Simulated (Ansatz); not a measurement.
## Phonons of Li3ClO (Pm-3m) against volume

Aim: how the phonons of Li3ClO (Pm-3m) shift with volume, and the thermal expansion that follows.

Main program and level: Ansatz 0.2.0; DFT PBEsol, scalar-relativistic, plane waves, PAW.

### 1. The structure

Symmetry: Pm-3m, No. 221, cubic system. Conventional cell: a = 3.840 Å, b = 3.840 Å, c = 3.840 Å, α = 90.00°, β = 90.00°, γ = 90.00°. Nearest to Li lie 2 O at 1.92 Å and 8 Li at 2.71 Å and 4 Cl at 2.71 Å. Nearest to Cl lie 12 Li at 2.71 Å. Nearest to O lie 6 Li at 1.92 Å. Farther neighbours and most contacts between anions are not listed.

### 2. The dispersion

The cell comes from relaxations at this level that are not shown. Stability and thermal properties need the whole zone. Linear response on a 2×2×2 q mesh gives force constants as far as a supercell of that size would, and the tensors from the zone-centre run are typed in so that the long-range dipole term is interpolated apart.

File input.yaml:

```yaml
crystal:
  lattice:
    - [3.8395491852, 0.0, 0.0]
    - [0.0, 3.8395491852, 0.0]
    - [0.0, 0.0, 3.8395491852]
  atoms:
    - { symbol: Li, position: [0.0, 0.5, 0.5] }
    - { symbol: Li, position: [0.5, 0.0, 0.5] }
    - { symbol: Li, position: [0.5, 0.5, 0.0] }
    - { symbol: Cl, position: [0.0, 0.0, 0.0] }
    - { symbol: O, position: [0.5, 0.5, 0.5] }
kpoints:
  mp_grid: { grid: [6, 6, 6] }
hamiltonian:
  xc: pbesol
scf:
  occupations: { method: fixed }
output:
  eigenvalues: true
phonons:
  method: dfpt
  qmesh: [2, 2, 2]
  temperatures: { t_max: 1000, t_step: 50 }
  qpath:
    path:
      - [[0.0, 0.0, 0.0], [0.0, 0.5, 0.0], [0.5, 0.5, 0.0], [0.0, 0.0, 0.0], [0.5, 0.5, 0.5], [0.0, 0.5, 0.0]]
      - [[0.5, 0.5, 0.5], [0.5, 0.5, 0.0]]
    npoints: 10
  non_analytic_term:
    high_frequency_dielectric_tensor: [[3.2354, 0.0, 0.0], [0.0, 3.2354, 0.0], [0.0, 0.0, 3.2354]]
    born_effective_charges:
      - { species: Li, tensor: [[0.9944, 0.0, 0.0], [0.0, 1.1469, 0.0], [0.0, 0.0, 1.1469]] }
      - { species: Li, tensor: [[1.1469, 0.0, 0.0], [0.0, 0.9944, 0.0], [0.0, 0.0, 1.1469]] }
      - { species: Li, tensor: [[1.1469, 0.0, 0.0], [0.0, 1.1469, 0.0], [0.0, 0.0, 0.9944]] }
      - { species: Cl, tensor: [[-1.2662, 0.0, 0.0], [0.0, -1.2662, 0.0], [0.0, 0.0, -1.2662]] }
      - { species: O, tensor: [[-2.0219, 0.0, 0.0], [0.0, -2.0219, 0.0], [0.0, 0.0, -2.0219]] }
    source: "zone-centre run at this cell"
```

Run with:

```
$ ansatz run input.yaml --threads 4 --pin off --max-ram 7168MiB --backend cpu --events-out ev --progress --plain --runs-dir out
```

Numbers of over 12 decimals in the logs are rounded to 6 here.

What it wrote:

```text
Engine: ansatz 0.2.0, aarch64-unknown-linux-gnu
Pseudopotentials: kind: paw
Pseudopotential: Li, paw, valence charge 3, recommended cutoff 420 eV (normal), Li.paw.azcp
Pseudopotential: Cl, paw, valence charge 7, recommended cutoff 420 eV (normal), Cl.paw.azcp
Pseudopotential: O, paw, valence charge 6, recommended cutoff 420 eV (normal), O.paw.azcp
Functional definition: PBEsol
  exchange = pbesol_x
  correlation = pbesol_c
Crystal: 5 atoms, lattice volume = 56.603 Å³
Basis set: ecut = 420 eV, 1141 PW (Γ), exchange–correlation on 54×54×54 points (8 copies of the dense FFT grid, shifted against one another)
Bands: 16, of which v1, the nominal top of the filled ones, is band 11 counted from 1 (10 counted from 0)
Symmetry: 48 space group operations
k-points: 20 of 216
Non-local potential: Li, projectors of the file, l = 0: 3, l = 1: 2, l = 2: 1
Non-local potential: Cl, projectors of the file, l = 0: 2, l = 1: 2, l = 2: 2
Non-local potential: O, projectors of the file, l = 0: 2, l = 1: 2, l = 2: 1
PAW form: soft (Blöchl's): semilocal exchange-correlation on the pseudo side does not see the compensation charge
PAW frozen core: Cl, regenerated for the run's functional, and the local potential with it (the file was generated under x = pbe(κ = 0.804, μ = 0.219515), c = pbe(β = 0.066725))
PAW frozen core: O, regenerated for the run's functional, and the local potential with it (the file was generated under x = pbe(κ = 0.804, μ = 0.219515), c = pbe(β = 0.066725))
PAW one-centre angular grid: Li, 110 points (default); XC on 64 Gauss nodes
PAW one-centre angular grid: Cl, 110 points (default); XC on 64 Gauss nodes
PAW one-centre angular grid: O, 110 points (default); XC on 64 Gauss nodes
Initial density: superposition of atomic densities (neutral atoms: chi_scale 0, normalization atom), corrected by the library's trained network
Initial wavefunctions: pseudopotential atomic-orbital guess
Functional: x = pbesol(κ = 0.804, μ = 0.123457), c = pbesol(β = 0.046)
SCF iter   1: F=—  HF=-2237.312811 eV  |F-HF|=—  |Δ(HF+E_count)|=         —  Δρ=9.45e-3  dr2=4.49e-2  ethr=1.77e-3  ⟨swp⟩=4.3  Hψ=1404  notcnv=0  defer=29
preconditioner: auto → Resta (q_TF=auto, 2.331 Å⁻¹)  ε∞=3.3  [insulator: Δε(μ)=4.587 eV  Ē_g=13.004 eV  n_scr=18 (ndim 8)  ℏωp=19.7 eV  f_vac=0.000  ε∞_Penn≈3.3]
SCF iter   2: F=—  HF=-2237.299786 eV  |F-HF|=—  |Δ(HF+E_count)|=   1.30e-2  Δρ=3.28e-3  dr2=4.62e-3  ethr=2.04e-4  ⟨swp⟩=2.0  Hψ=664  notcnv=0  defer=47
SCF iter   3: F=—  HF=-2237.298567 eV  |F-HF|=—  |Δ(HF+E_count)|=   1.22e-3  Δρ=1.06e-3  dr2=6.58e-4  ethr=2.10e-5  ⟨swp⟩=2.0  Hψ=444  notcnv=0  defer=54
SCF iter   4: F=—  HF=-2237.298449 eV  |F-HF|=—  |Δ(HF+E_count)|=   1.18e-4  Δρ=3.43e-4  dr2=6.27e-5  ethr=2.99e-6  ⟨swp⟩=2.5  Hψ=539  notcnv=0  defer=43
SCF iter   5: F=—  HF=-2237.298462 eV  |F-HF|=—  |Δ(HF+E_count)|=   1.28e-5  Δρ=4.73e-5  dr2=1.55e-6  ethr=2.85e-7  ⟨swp⟩=2.0  Hψ=521  notcnv=0  defer=20
SCF iter   6: F=—  HF=-2237.298460 eV  |F-HF|=—  |Δ(HF+E_count)|=   2.10e-6  Δρ=6.39e-6  dr2=1.78e-8  ethr=7.03e-9  ⟨swp⟩=2.0  Hψ=437  notcnv=0  defer=20
SCF iter   7: F=—  HF=-2237.298460 eV  |F-HF|=—  |Δ(HF+E_count)|=   1.83e-9  Δρ=1.17e-6  dr2=8.18e-10  ethr=8.09e-11  ⟨swp⟩=2.4  Hψ=474  notcnv=0  defer=20
SCF iter   8: F=—  HF=-2237.298460 eV  |F-HF|=—  |Δ(HF+E_count)|=  3.88e-10  Δρ=1.95e-7  dr2=1.86e-11  ethr=3.72e-12  ⟨swp⟩=2.4  Hψ=487  notcnv=0  defer=20
SCF iter   9: F=-2237.298460 eV  HF=-2237.298460 eV  |F-HF|=0.00e0  |Δ(HF+E_count)|=  1.59e-11  Δρ=1.60e-8  dr2=1.46e-13  ethr=1.00e-12  ⟨swp⟩=9.8  Hψ=1631  notcnv=0
SCF 1 converged in 9 iterations: F = -2237.298460 eV  dr2 = 1.46e-13
  greatest PAW one-centre occupation: 1.000 electrons in one spin orbital (limit 2), on the Li atom at site 2 (counted from 0), in its partial waves of l = 0
NSCF: frozen V_eff on 20 k-points
NSCF: frozen V_eff on 64 k-points
DFPT response loops at q = (0, 0, 0) (fractional): preconditioner auto → none (the input reference at scf.mixing.eps_inf says where Resta's filter doesn't serve); β = 0.50; Broyden in place of MSR1
NSCF: frozen V_eff on 128 k-points
DFPT response loops at q = (0, 0, -0.5) (fractional): preconditioner auto → Resta (q_TF=auto, 2.331 Å⁻¹)  ε∞=3.6 (no band partly filled); β = 1.00, the filter's whole step (`scf.mixing.beta` (0.50) is not read by the response loops at its default; to damp them type it under 1.00, their step now; it binds the ground state too); Broyden in place of MSR1
NSCF: frozen V_eff on 128 k-points
DFPT response loops at q = (0, -0.5, -0.5) (fractional): preconditioner auto → none (the input reference at scf.mixing.eps_inf says where Resta's filter doesn't serve); β = 0.50; Broyden in place of MSR1
NSCF: frozen V_eff on 128 k-points
DFPT response loops at q = (-0.5, -0.5, -0.5) (fractional): mixed as the last ones told, above
SCF converged after 9 iterations
Free energy (F): -2237.298460 eV
Harris-Foulkes:  -2237.298460 eV  (|F-HF|=0.00e0)
Internal energy: -2237.298460 eV  (E = F + TS)
E sigma→0 (E₀):  -2237.298460 eV
Fermi energy:    3.348382 eV
--- Per-component energies (eV) ---
  E_band       = -265.226829
  E_kinetic    = 405.486849
  E_local      = -911.805670  (includes V_loc(G=0)·N_el)
  E_nonlocal   = -21.769634
  E_hartree    = 295.454661
  E_xc         = -213.424809
  E_vxc        = -259.867914  (∫ρ·V_xc dr)
  E_paw        = -853.104378  (= ΣΔE_a)
  E_vpaw       = -68.182338  (= ΣTr[D̂ρ^β])
  E_aug_tail   = 0.002549  (compensation charges beyond the density's cutoff)
  E_ewald      = -938.251748
  E_core_change = 0.113720  (= ΣΔE_core)
  E_smearing   = -0.000000  (= −TS)
  E_closure    = 0.000000  (closes the sum)
  Σ components = -2237.298460   (vs F -2237.298460, Δ=0.00e0)
--- Band table (eV; the first three rows and the last of 20) ---
  k-point 0: bands = [... 7 lower, 0.2265, 2.8035, 2.8035, 2.8035, 8.2866, 10.2307, 10.2307, 15.3375, ... 1 higher]
  k-point 1: bands = [... 7 lower, 0.3553, 2.6137, 2.6839, 2.6839, 8.7319, 10.0816, 10.8740, 13.7453, ... 1 higher]
  k-point 2: bands = [... 7 lower, 0.6779, 2.3718, 2.3718, 2.3794, 9.5170, 9.8133, 12.3504, 12.6359, ... 1 higher]
  k-point 19: bands = [... 7 lower, -0.4152, 2.5706, 2.5706, 2.5706, 12.1680, 12.1680, 12.1680, 12.2427, ... 1 higher]
--- Phonons (Γ-DFPT): 4 representative perturbations + reference (Σ response iterations 14) ---
  ASR residual: 2.937e-4 → 0.000e0 eV/Å²; symmetrization residual: 1.100e-6 eV/Å²
  ASR residual per site (eV/Å²): 2.94e-4 2.94e-4 2.94e-4 6.77e-6 1.69e-4
  Γ frequencies (cm⁻¹): 0.00 0.00 0.00 151.09 151.09 151.09 223.75 223.75 223.75 372.06 372.06 372.06 557.63 557.63 557.63
--- Phonons (arbitrary-q DFPT): 4 irreducible q on the 2×2×2 mesh ---
  q = [0.0000, 0.0000, 0.0000] (star 1, of the zone-centre solve; hermiticity 2.80e-7, symmetrization 1.60e-13): -0.00 -0.00 -0.00 151.09 151.09 151.09 223.75 223.75 223.75 372.06 372.06 372.06 557.63 557.63 557.63
  q = [0.0000, 0.0000, -0.5000] (star 3, 9 solved perturbations in 504 linear systems a pass and spin channel, the states on 64 of 216 k-point pairs; hermiticity 9.72e-8, symmetrization 3.67e-13): 127.25 127.25 157.66 157.66 171.07 250.67 250.67 255.37 285.15 354.95 354.95 542.17 554.43 554.43 564.04
  q = [0.0000, -0.5000, -0.5000] (star 3, 9 solved perturbations in 504 linear systems a pass and spin channel, the states on 64 of 216 k-point pairs; hermiticity 1.51e-7, symmetrization 5.66e-14): 64.25 119.93 119.93 123.35 242.40 242.40 264.58 264.58 276.53 419.86 419.86 445.60 489.45 551.52 620.00
  q = [-0.5000, -0.5000, -0.5000] (star 1, 4 solved perturbations in 184 linear systems a pass and spin channel, the states on 64 of 216 k-point pairs; hermiticity 2.52e-8, symmetrization 2.75e-13): 44.81 44.81 44.81 146.56 146.56 146.56 371.12 371.12 371.12 409.46 409.46 409.46 445.84 445.84 656.72
  sum rule: each row above includes the acoustic sum rule's correction from the zone centre's row sums; it moved no ω² by more than (3.39 cm⁻¹)²
  mesh force constants: q→R imaginary residual 1.03e-17; ASR residual 2.937e-4 → 0.000e0 eV/Å²; symmetrization residual 1.066e-14 eV/Å²
  interpolated dispersion: 63 rows × 15 modes
  density of states and harmonic sums: on the 16×16×16 q-mesh, interpolated from the force constants of a 2×2×2 supercell (with the dipole–dipole term of supplied tensors)
  largest difference from the sums on the solved wave vectors: F 3.21e-2 eV, S 6.48e-5 and C_V 3.19e-5 eV/K
  zero-point energy: 0.287519 eV/cell   skipped modes (ω ≤ 0): 3   left out of the sums: 4.88e-5 of the cell's modes: C_V's classical limit lies that fraction below 3 k_B per atom; for a crystal, a wire or a layer, F and S can be off by more, and a phonons.interpolated_qmesh denser along its periods is the remedy for the sampling
```

It took 32 s on 4 threads of Arm Neoverse V2, shared host; peak memory 0.46 GiB; 2 min of CPU time.

Numbers from this step:

* gap on the k-mesh: 4.748 eV
* volume per atom: 11.32 Å³
* sum-rule residual before enforcement: 2.94e-4 eV/Å²
* lowest frequency on the path: 0 cm⁻¹
* point group: m-3m
* highest frequency on the path or at a solved wavevector: 656.7 cm⁻¹
* mean frequency: 309.2 cm⁻¹
* Debye temperature (second moment): 652 K
* logarithmic mean frequency: 262.4 cm⁻¹
* highest optical mode at the zone centre (no LO-TO term): 557.6 cm⁻¹
* lowest optical zone-centre mode: 151.1 cm⁻¹
* lowest mode on the q mesh (acoustic modes at Γ apart): 44.81 cm⁻¹
* zero-point energy per atom: 57.5 meV
* heat capacity at 300 K: 20.30 J/(mol atoms K)
* vibrational entropy at 300 K: 21.81 J/(mol atoms K)

Frequencies (cm⁻¹) solved at each irreducible wavevector; negative means imaginary. Frequencies by wavevector, by row:

| q in reciprocal lattice units | star | mode 1 | mode 2 | mode 3 | mode 4 | mode 13 | mode 14 | mode 15 |
| --- | --- | --- | --- | --- | --- | --- | --- | --- |
| 0 0 0 | 1 | 0 | 0 | 0 | 151.1 | 557.6 | 557.6 | 557.6 |
| 0 0 -0.5 | 3 | 127.2 | 127.2 | 157.7 | 157.7 | 554.4 | 554.4 | 564 |
| 0 -0.5 -0.5 | 3 | 64.2 | 119.9 | 119.9 | 123.3 | 489.4 | 551.5 | 620 |
| -0.5 -0.5 -0.5 | 1 | 44.8 | 44.8 | 44.8 | 146.6 | 445.8 | 445.8 | 656.7 |

Symmetry leaves 4 wavevectors to solve. The lowest mode among them, the acoustic zeros apart, lies at q = (-0.5, -0.5, -0.5) and is real, 44.8 cm⁻¹.

### 3. Relaxing at another volume, volume ratio 0.97

The volume is scaled by 0.97 and held; symmetry leaves nothing to relax, so this is a single point. The modes can then be followed against volume.

File input.yaml:

```yaml
crystal:
  lattice:
    - [3.8007632083, 0.0, 0.0]
    - [0.0, 3.8007632083, 0.0]
    - [0.0, 0.0, 3.8007632083]
  atoms:
    - { symbol: Li, position: [0.0, 0.5, 0.5] }
    - { symbol: Li, position: [0.5, 0.0, 0.5] }
    - { symbol: Li, position: [0.5, 0.5, 0.0] }
    - { symbol: Cl, position: [0.0, 0.0, 0.0] }
    - { symbol: O, position: [0.5, 0.5, 0.5] }
kpoints:
  mp_grid: { grid: [6, 6, 6] }
hamiltonian:
  xc: pbesol
scf:
  occupations: { method: fixed }
output:
  forces: true
  stress: true
  eigenvalues: true
  write_density: true
  write_potential: true
  elf: true
  volumetric_format: npy
```

What it wrote:

```text
[...]
Crystal: 5 atoms, lattice volume = 54.905 Å³
Basis set: ecut = 420 eV, 1045 PW (Γ), exchange–correlation on 54×54×54 points (8 copies of the dense FFT grid, shifted against one another)
Bands: 16, of which v1, the nominal top of the filled ones, is band 11 counted from 1 (10 counted from 0)
Symmetry: 48 space group operations
[...]
k-points: 20 of 216
[...]
k-point 0: bands = [... 7 lower, 0.3990, 3.0455, 3.0455, 3.0455, 8.7534, 10.4995, 10.4995, 15.6642, ... 1 higher]
  k-point 1: bands = [... 7 lower, 0.5344, 2.8491, 2.9177, 2.9177, 9.1915, 10.3413, 11.1812, 14.0916, ... 1 higher]
  k-point 2: bands = [... 7 lower, 0.8772, 2.5822, 2.5822, 2.6103, 9.9439, 10.0581, 12.8067, 12.9673, ... 1 higher]
  k-point 19: bands = [... 7 lower, -0.2623, 2.7934, 2.7934, 2.7934, 12.5290, 12.5290, 12.5290, 12.6901, ... 1 higher]
[key lines of the parts left out:]
SCF converged after 6 iterations
Free energy (F): -2237.289102 eV
Fermi energy:    3.611928 eV
P = ⅓ Tr σ = 1.8029 GPa (18.029 kbar)
```

It took 0.62 s on 4 threads; peak memory 0.3 GiB.

Numbers from this step:

- pressure: 1.803 GPa
- gap on the k-mesh: 4.771 eV
- volume per atom: 10.98 Å³
- direct gap on mesh: 4.771 eV

Valence density in the ac plane at fractional y = 0.500, with atoms of Li and O within 0.2 Å of it. It is the smooth field of the valence electrons, not physical close to the nuclei.

Ten even steps from '_' (0.0 e/Å³) to '@' (8.1 e/Å³), each cell a mean:
```
____________==**--__________
____________....____________
____________________________
____________________________
__________..::::..__________
++::______::++**==..______--
@@++____..--##%%**::____..**
**--______--**##++::____..==
..________..----::..________
______________..____________
____________________________
____________________________
____________--++::__________
__________..**@@++__________
```
Columns run along a (3.8 Å), rows up along c (3.8 Å). Atoms in or near the plane, at fractional coordinates: Li at (0.00, 0.50), Li at (0.50, 0.00), O at (0.50, 0.50).

Electrostatic potential energy in the ac plane at fractional y = 0.500, with atoms of Li and O within 0.2 Å of it. With pseudopotentials it is smooth inside the atoms' cores, unlike the true potential.

Values in eV, 14 rows by 14 columns, each cell a mean:
```
  7   7   7   5   1 -11 -22 -27 -20  -7   3   6   7   7
  7   7   7   6   4  -3 -11 -14  -9   0   5   6   7   7
  6   6   6   7   6   5   3   2   4   6   7   7   6   6
  2   4   5   7   8   7   6   4   6   7   8   7   5   3
 -9  -5   3   6   7   1 -11 -16  -8   5   7   6   0  -7
-24 -18  -4   5   4 -17 -31 -34 -30  -8   6   4  -9 -20
-33 -24  -8   4   1 -25 -35 -35 -34 -16   4   2 -14 -27
-27 -20  -6   5   3 -20 -33 -35 -31 -11   6   3 -11 -22
-15 -10   1   6   7  -4 -20 -25 -17   1   7   5  -3 -11
  0   2   5   7   8   7   3   1   4   7   8   6   4   1
  5   5   6   7   7   6   5   4   5   6   7   7   6   5
  7   7   7   6   5   1  -6  -8  -4   3   5   6   7   7
  7   7   7   5   2 -10 -20 -24 -18  -5   4   6   7   7
  8   7   7   5   0 -15 -27 -33 -24  -9   2   6   7   7
```
Columns run along a (3.8 Å; values clipped at the 3rd and 97th percentile), rows up along c (3.8 Å). Atoms in or near the plane, at fractional coordinates: Li at (0.00, 0.50), Li at (0.50, 0.00), O at (0.50, 0.50).

ELF in the ac plane at fractional y = 0.500, with atoms of Li and O within 0.2 Å of it. It is the smooth field of the valence electrons, not physical close to the nuclei.

Values in units of 1e-1, 14 rows by 14 columns, each cell a mean:
```
0.4 0.4 0.3 0.2 0.2 3.5 8.1 9.0 7.4 1.7 0.1 0.2 0.4 0.4
0.4 0.4 0.4 0.4 0.3 0.7 2.3 3.2 1.8 0.4 0.3 0.4 0.4 0.4
0.2 0.3 0.5 1.2 2.1 2.3 2.2 2.1 2.2 2.3 1.9 0.9 0.4 0.2
0.1 0.1 0.6 2.6 5.1 6.5 6.9 7.0 6.8 6.2 4.5 1.9 0.3 0.1
3.1 1.2 0.6 3.5 6.8 8.0 8.1 8.1 8.1 7.7 6.2 2.3 0.4 1.7
9.2 5.9 1.0 3.6 7.5 8.1 7.1 6.2 7.5 8.1 6.8 2.2 1.8 7.4
9.9 7.9 1.6 3.5 7.7 7.8 5.3 3.2 6.2 8.1 7.0 2.1 3.2 9.0
9.4 6.7 1.2 3.5 7.6 8.0 6.5 5.3 7.1 8.1 6.9 2.2 2.3 8.1
5.5 2.6 0.7 3.6 7.1 8.1 8.0 7.8 8.1 8.0 6.5 2.3 0.7 3.5
0.4 0.2 0.6 3.0 5.7 7.1 7.6 7.7 7.5 6.8 5.1 2.1 0.3 0.2
0.2 0.2 0.6 1.6 3.0 3.6 3.5 3.5 3.6 3.5 2.6 1.2 0.4 0.2
0.4 0.3 0.4 0.6 0.6 0.7 1.2 1.6 1.0 0.6 0.6 0.5 0.4 0.3
0.4 0.4 0.3 0.2 0.2 2.6 6.7 7.9 5.9 1.2 0.1 0.3 0.4 0.4
0.4 0.4 0.4 0.2 0.4 5.5 9.4 9.9 9.2 3.1 0.1 0.2 0.4 0.4
```
Columns run along a (3.8 Å), rows up along c (3.8 Å). Atoms in or near the plane, at fractional coordinates: Li at (0.00, 0.50), Li at (0.50, 0.00), O at (0.50, 0.50).

(Part 1 of 2 ends here.)

[Logs are printed without paths, hosts, clocks, repeated set-up lines and the standing remarks that a program may print on its own settings, such as how far it seeks lower states.]

[Hosts, paths, dates, database ids (printed as entryN), source tags and the programs' standing remarks are cut or masked in the printed files.]
